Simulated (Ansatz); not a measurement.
In doubt: one-shot GW on d or f shells is unsure, so the values of those runs are not to be relied on.

Rows from a G0W0 calculation on BaNaCeNbO6 (F-43m) (Ansatz 0.2.0; G0W0 on PBE, plane waves, PAW; PAW set soft_1; 4×4×4 mesh, 849 empty bands, screening to 180 eV, plasmon pole, PAW set soft_1 files), in eV. Spin-orbit coupling is left out.

| row | k | band | start | Σx | Σc at the solution | Vxc |
| --- | --- | --- | --- | --- | --- | --- |
| A | (0.000, 0.000, -0.500) | c2 | 9.674 | -22.488 | -11.048 | -35.950 |
| B | Γ | c2 | 9.884 | -23.541 | -11.620 | -37.668 |
| C | (0.000, 0.000, -0.500) | c1 | 9.595 | -22.595 | -12.401 | -37.534 |
| D | Γ | v1 | 7.560 | -25.437 | 4.590 | -20.497 |
| E | (0.000, 0.000, -0.500) | v1 | 7.135 | -25.124 | 4.346 | -20.437 |
| F | Γ | c1 | 9.584 | -22.480 | -12.355 | -37.361 |

**Question.** Work out each quasiparticle level and how far it moved.

The quasiparticle equation reads E = start + Σx + Σc(E) − Vxc.

| row | E (eV) | shift (eV) |
| --- | --- | --- |
| A | 12.088 | +2.414 |
| B | 12.391 | +2.507 |
| C | 12.133 | +2.538 |
| D | 7.209 | −0.351 |
| E | 6.795 | −0.340 |
| F | 12.111 | +2.527 |

Limits: not at the basis limit; f levels unsure; no spin polarisation; f levels unsure; no spin-orbit coupling.

[Runs of the session that timed out or met a known fault of the program may be left out.]

[Cells called generated may have been cut or substituted from an entry of the Crystallography Open Database or the Materials Project.]

[Hosts, paths, dates, database ids (printed as entryN), source tags and the programs' standing remarks are cut or masked in the printed files.]
